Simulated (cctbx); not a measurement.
# Accept or mend?

Cell a = 8.6990 Å, b = 5.5820 Å, c = 11.2770 Å, α = 90.00°, β = 90.00°, γ = 90.00°; space group Pnma (no. 62). The compound is DyMg3Cu3.

The data are simulated with cctbx, not measured: Mo Kα, λ = 0.71073 Å, to d = 0.84 Å, 50 % of the full sphere, strongest reflection 40000 counts, noise from counting, a 1.5 % proportional error and a noise floor of 4 counts (s.d.); no absorption.

An anisotropic refinement with weights 1/σ² prints:

```text
Rint 0.017, 522 unique reflections to 0.84 A
cycle     R1     wR2    GooF  max shift (A)
   1  0.1091  0.2763  15.001   0.02215
   2  0.0549  0.1524   8.275   0.00020
final R1 0.0548 wR2 0.1524 GooF 8.275  parameters 39  data/parameter 13.4
atom        x        y        z      Ueq    occ   su(xyz)  su(Uiso or U11)
Dy1    0.73402  0.75000  0.56519   0.0050  1.000  0.00013  0.0007
Sc1    0.67808  0.75000  0.25389  -0.0165  1.000  0.00037  0.0014  NPD
Cu1    0.43558  0.49452  0.18876   0.0091  1.000  0.00041  0.0012
Mg1    0.93852  0.75000  0.09803   0.0091  1.000  0.00103  0.0044
Mg2    0.85722  0.75000  0.86727   0.0108  1.000  0.00108  0.0045
Mg3    0.60711  0.75000  0.01862   0.0092  1.000  0.00109  0.0045
difference map: max 8.20 min -2.06 rms 0.70
Q1    0.1753  0.7500  0.2476    4    8.39  0.03 A from Sc1
Q2    0.0928  0.7500  0.5106    4    1.91  0.35 A from Mg3
Q3    0.2323  0.7500  0.9298    4    1.82  0.06 A from Dy1
Q4    0.0864  0.9883  0.6721    8    1.42  0.27 A from Cu1
Q5    0.1727  0.2500  0.1686    4    1.38  0.48 A from Mg2
Q6    0.1597  0.1029  0.7523    8    1.30  1.25 A from Cu1
```

**Question.** Can this result stand? If not, what is the likely fault?

Mend it. The fault: wrong element: Sc1 is Cu. Against the right model at the same level, R1 goes from 0.0080 to 0.0548 and GooF from 0.93 to 8.28, U of Sc1 shrinks from 0.0062 to -0.0165 Å², the top difference peak, 8.4 e/Å³, lies on Sc1 and Sc1 goes non-positive-definite. Sc1 has 8 electrons too few and its U shrinks to make up, as expected.

The compound is DyMg3Cu3. The right model at the same level gives:

```text
Rint 0.017, 522 unique reflections to 0.84 A
cycle     R1     wR2    GooF  max shift (A)
   1  0.0081  0.0173   0.937   0.00015
   2  0.0080  0.0171   0.927   0.00000
final R1 0.0080 wR2 0.0171 GooF 0.927  parameters 39  data/parameter 13.4
atom        x        y        z      Ueq    occ   su(xyz)  su(Uiso or U11)
Dy1    0.73399  0.75000  0.56520   0.0048  1.000  0.00001  0.0001
Cu1    0.67811  0.75000  0.25379   0.0062  1.000  0.00004  0.0002
Cu2    0.43535  0.49348  0.18848   0.0086  1.000  0.00005  0.0001
Mg1    0.93910  0.75000  0.09741   0.0097  1.000  0.00012  0.0005
Mg2    0.85623  0.75000  0.86645   0.0109  1.000  0.00012  0.0005
Mg3    0.60655  0.75000  0.01672   0.0097  1.000  0.00012  0.0005
difference map: max 0.41 min -0.35 rms 0.09
Q1    0.1962  0.7500  0.4947    4    0.46  0.79 A from Mg3
Q2    0.1748  0.7500  0.3619    4    0.42  1.30 A from Cu1
Q3    0.0769  0.0248  0.1060    8    0.36  1.42 A from Mg2
Q4    0.2053  0.2500  0.8550    4    0.34  1.37 A from Mg1
Q5    0.0833  0.7500  0.4056    4    0.34  0.90 A from Mg3
Q6    0.0739  0.0422  0.4712    8    0.32  1.66 A from Mg3
```

Isotropic U is held between 0.0001 and 1 Å² by the program, and listed peak heights are interpolated, so they can pass the grid's maximum.

The model is made up (kin elements in a known structure type, no relaxation), so it says nothing on whether the phase exists.

[Middle refinement cycles are left out of these outputs.]

[Logs are printed without paths, hosts, clocks, repeated set-up lines and the standing remarks that a program may print on its own settings, such as how far it seeks lower states.]
